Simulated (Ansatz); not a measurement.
# What Ba2C (model cell, started as cuprite) distorts into, part 3 of 3

Which phase does Ba2C (model cell, started as cuprite) fall into along its unstable mode, and how much energy does it gain?

Ansatz 0.2.0; DFT PBEsol, scalar-relativistic, plane waves, PAW.

So far. Step 5 (Energy along the mode, all amplitudes (two of the runs …): The lowest of the steps tried is at 0.45 Å, 10.6 meV/atom below the parent; the bottom of the well need not coincide with a step. Step 7 (The new phase in its own primitive cell): The largest force component left is 0.20 meV/Å and the pressure is 0.002 GPa, within the tolerances set. The cell now holds 32.61 Å³/atom.

The structure was built from a prototype and need not be the compound's stable phase.

## (8) Modes of the new phase, k-mesh 6×6×8

A relaxed structure may still be a saddle point, so its zone-centre modes are computed. No field response is asked, since the mesh shows no gap.

Contents of input.yaml:

```yaml
crystal:
  lattice:
    - [6.7567378421, 0.0, 0.0]
    - [0.0, 6.7567378421, 0.0]
    - [0.0, 0.0, 4.2854792459]
  atoms:
    - { symbol: C, position: [0.0, 0.0, 0.0] }
    - { symbol: C, position: [0.5, 0.5, 0.5] }
    - { symbol: Ba, position: [0.3104560035, 0.3104560035, 0.0] }
    - { symbol: Ba, position: [0.6895439965, 0.6895439965, 0.0] }
    - { symbol: Ba, position: [0.8104560035, 0.1895439965, 0.5] }
    - { symbol: Ba, position: [0.1895439965, 0.8104560035, 0.5] }
kpoints:
  mp_grid: { grid: [6, 6, 8] }
hamiltonian:
  xc: pbesol
scf:
  occupations: { method: methfessel_paxton, width: 0.2 }
output:
  eigenvalues: true
phonons:
  method: dfpt
```

Run with:

```console
$ ansatz run input.yaml --threads 8 --pin off --max-ram 14336MiB --backend cpu --events-out ev --progress --plain --runs-dir out
```

Numbers of over 12 decimals in the logs are rounded to 6 here.

Log:

```text
zone centre: on kpoints.mp_grid the ground state, and the responses unless they are solved on pairs of k-points, stand on 100 of the mesh's 288 k-points, reduced under 2 symmetry operations, with k and −k counted as one. Each operation leaves every solved displacement unchanged or reverses it
[...]
Crystal: 6 atoms, lattice volume = 195.647 Å³
Basis set: ecut = 420 eV, 3847 PW (Γ), exchange–correlation on 96×96×60 points (8 copies of the dense FFT grid, shifted against one another)
Bands: 30, of which v1, the nominal top of the filled ones, is band 24 counted from 1 (23 counted from 0)
Symmetry: 16 space group operations
k-points: 100 of 288 (irreducible under 2 space group operations, time reversal used)
[...]
SCF iter   1: F=—  HF=-23939.967359 eV  |F-HF|=—  |Δ(HF+E_count)|=         —  Δρ=1.02e-2  dr2=4.49e-1  ethr=1.77e-3  ⟨swp⟩=11.2  Hψ=37236  notcnv=0
[...]
SCF iter   9: F=-23939.915941 eV  HF=-23939.915941 eV  |F-HF|=3.64e-12  |Δ(HF+E_count)|=  6.18e-11  S|Δr|=    0.00e0  Δρ=5.59e-8  dr2=7.86e-12  ethr=1.00e-12  ⟨swp⟩=12.3  Hψ=21623  notcnv=0
SCF 1 converged in 9 iterations: F = -23939.915941 eV  dr2 = 7.86e-12
[...]
DFPT response loops at Γ: preconditioner auto → Kerker (q_TF=auto, 2.159 Å⁻¹) (partly filled bands, converged f_vac=0.000); β = 1.00, the filter's whole step (`scf.mixing.beta` (0.50) is not read by the response loops under this deck's `scf.mixing.preconditioner`; to damp them name `kerker` or `kerker_dos`, under which they read `scf.mixing.beta`, and type it under 1.00, their step now; both keys bind the ground state too); Broyden in place of MSR1
SCF converged after 9 iterations
[...]
Free energy (F): -23939.915941 eV
[...]
Internal energy: -23939.931550 eV  (E = F + TS)
E sigma→0 (E₀):  -23939.919843 eV
Entropy (-TS):   0.015608 eV (2.601 meV/atom)
Fermi energy:    8.183693 eV
[...]
--- Band table (eV; the first three rows and the last of 100) ---
  k-point 0: bands = [... 20 lower, 6.6711, 6.8692, 7.8540, 7.8540, 8.1137, 8.8693, 9.6161, 10.2652, ... 8 higher]
  k-point 1: bands = [... 20 lower, 6.5790, 7.3118, 7.8518, 7.8518, 8.0250, 9.0096, 9.5160, 9.8842, ... 8 higher]
  k-point 2: bands = [... 20 lower, 7.0788, 7.8608, 7.8765, 7.8765, 8.0195, 9.0537, 9.2730, 9.3504, ... 8 higher]
  k-point 99: bands = [... 20 lower, 7.7745, 7.7745, 7.7746, 7.7746, 8.7346, 8.7346, 9.4412, 9.4412, ... 8 higher]
--- Phonons (Γ-DFPT): 4 representative perturbations + reference, on 100 of 288 k-points (Σ response iterations 13) ---
  k mesh reduced under 2 symmetry operations, with k and −k counted as one. Each operation leaves every solved displacement unchanged or reverses it
  ASR residual: 4.059e-5 → 0.000e0 eV/Å²; symmetrization residual: 1.180e-6 eV/Å²
  ASR residual per site (eV/Å²): 4.06e-5 4.06e-5 1.61e-5 1.61e-5 1.61e-5 1.61e-5
[...]
non-analytic LO–TO correction: not included (Born effective charges unavailable; polar crystals: no LO–TO splitting at Γ)
```

Run time: 46 s. Hardware: 8 threads of Arm Neoverse V2, shared host; peak memory 2.7 GiB.

Numbers from this step:

```yaml
sum_rule_residual_before_enforcement: 4.06e-5 eV/Å²
point_group: 4/mmm
highest_optical_mode_at_the_zone_centre_no_lo_to_term: 296.6 cm⁻¹
lowest_optical_zone_centre_mode: -99.54 cm⁻¹
```

Patterns of degenerate modes are one choice out of their space. Modes at Γ, with each element's share of the kinetic energy (negative means imaginary):

| mode | frequency (cm⁻¹) | symmetry | C % | Ba % |
| --- | --- | --- | --- | --- |
| 1 | -99.5 | Eu | 90 | 10 |
| 2 | -99.5 | Eu | 90 | 10 |
| 3 | 0.0 | acoustic | 4 | 96 |
| 4 | 0.0 | acoustic | 4 | 96 |
| 5 | 0.0 | acoustic | 4 | 96 |
| 6 | 21.0 | B1g | 0 | 100 |
| 7 | 55.1 | B1u | 10 | 90 |
| 8 | 55.4 | A2g | 0 | 100 |
| 9 | 73.1 | not assigned | 0 | 100 |
| 10 | 73.1 | not assigned | 0 | 100 |
| 11 | 73.1 | not assigned | 9 | 91 |
| 12 | 73.1 | not assigned | 9 | 91 |
| 13 | 73.7 | A1g | 0 | 100 |
| 14 | 123.4 | B2g | 0 | 100 |
| 15 | 216.5 | B1u | 90 | 10 |
| 16 | 280.9 | A2u | 96 | 4 |
| 17 | 296.6 | Eu | 97 | 3 |
| 18 | 296.6 | Eu | 97 | 3 |

Displacements in mode 1 (-99.5 cm⁻¹), the largest set to 1:
```
C1   1.00  0.85  0.00
C2   0.54  0.11  0.00
Ba3  0.00  0.03  0.00
Ba4  0.00  0.03  0.00
Ba5 -0.06 -0.07  0.00
Ba6 -0.06 -0.07  0.00
```

Displacements in mode 17 (296.6 cm⁻¹), the largest set to 1:
```
C1   0.00 -0.59  0.00
C2   0.81  1.00  0.00
Ba3 -0.03 -0.04  0.00
Ba4 -0.03 -0.04  0.00
Ba5  0.00  0.02  0.00
Ba6  0.00  0.02  0.00
```

Before it was imposed, the acoustic sum rule was missed by 4.1e-5 eV/Å². Small misses are needed for a sound result but don't prove that mesh and cutoff are converged. The lowest optical mode is imaginary, 99.5i cm⁻¹, so the energy falls along it.

## (9) The phases reached

The phases reached along the modes that were followed are set side by side.

Energies are those of the first relaxation, on the mesh of the frozen mode; space group, volume and gap are those of the last relaxation. Phases, by row:

```
             mode frozen in  space group  energy from parent (meV/atom)  volume (Å³/atom)  gap on mesh (eV)  lowest zone-centre optical mode (cm⁻¹)  largest shift (Å)
                     parent        Pn-3m                              0             39.38                 0                                       –                  –
q = (0, 0, -0.5), 132i cm⁻¹        Fm-3m                         -369.9             27.11                 0                                    68.6               1.72
q = (0, 0, -0.5), 132i cm⁻¹        Fm-3m                         -369.9             27.11                 0                                    68.6               1.72
q = (0, 0, -0.5), 132i cm⁻¹         Cmme                         -227.8             31.26                 0                                   -46.9              1.784
q = (0, 0, -0.5), 118i cm⁻¹        P-42m                         -151.5             34.33                 0                                       –               0.02
q = (0, 0, -0.5), 118i cm⁻¹         Cmme                         -66.99             36.54                 0                                       –              0.124
q = (0, 0, -0.5), 118i cm⁻¹     P4_2/mnm                           -328             32.61                 0                                   -99.5              0.714
```

## (10) What came out

| Property | Result |
| --- | --- |
| unstable mode of the parent | q = (0, 0, -0.5), 118i cm⁻¹ |
| depth at the lowest point sampled | 10.6 meV/atom |
| largest atomic shift at that point | 0.45 Å |
| space group reached (within 0.01 Å) | P4_2/mnm |
| energy gained over the parent (first relaxation, on the mesh of the frozen mode) | 328 meV/atom |
| volume per atom, phase reached | 32.6 Å³ |
| lowest optical zone-centre mode, phase reached | -99.5 cm⁻¹ |
| highest optical mode at the zone centre (no LO-TO term), phase reached | 297 cm⁻¹ |

**Reading.** From this start the structure relaxes into P4_2/mnm, 328 meV/atom below the parent. At the parent's cell the well is 10.61 meV/atom deep on the steps tried, with its lowest point at a shift of 0.45 Å. Relaxing atoms and cell changes the gain by +317.42 meV/atom against the lowest step (energies at zero smearing). Most of the total comes from this relaxation. The frozen pattern makes up only 0 % of the final shifts of the atoms, so other modes or strain give most of the change. The cell went back to the size of the parent's, so the frozen mode vanished in the relaxation, and the gain comes from strain and zone-centre shifts. The new phase still has an imaginary mode at the zone centre of its cell, so it is a saddle point on the way to a lower structure. Of the 6 patterns followed to their end from this parent, this one ends 41.9 meV/atom above the lowest, Fm-3m. Each path keeps the symmetry of its pattern, so a lower phase may lie along a pattern not tried. With no gap, or one that is small against the smearing, the frequencies hang on the k mesh and the smearing, most of all near Kohn anomalies. Spin-orbit coupling is left out, which can matter for the heavy elements here. The starting cell was built on a prototype and not taken from a measurement, so the phase need not exist.

[Logs are printed without paths, hosts, clocks, repeated set-up lines and the standing remarks that a program may print on its own settings, such as how far it seeks lower states.]

[Hosts, paths, dates, database ids (printed as entryN), source tags and the programs' standing remarks are cut or masked in the printed files.]
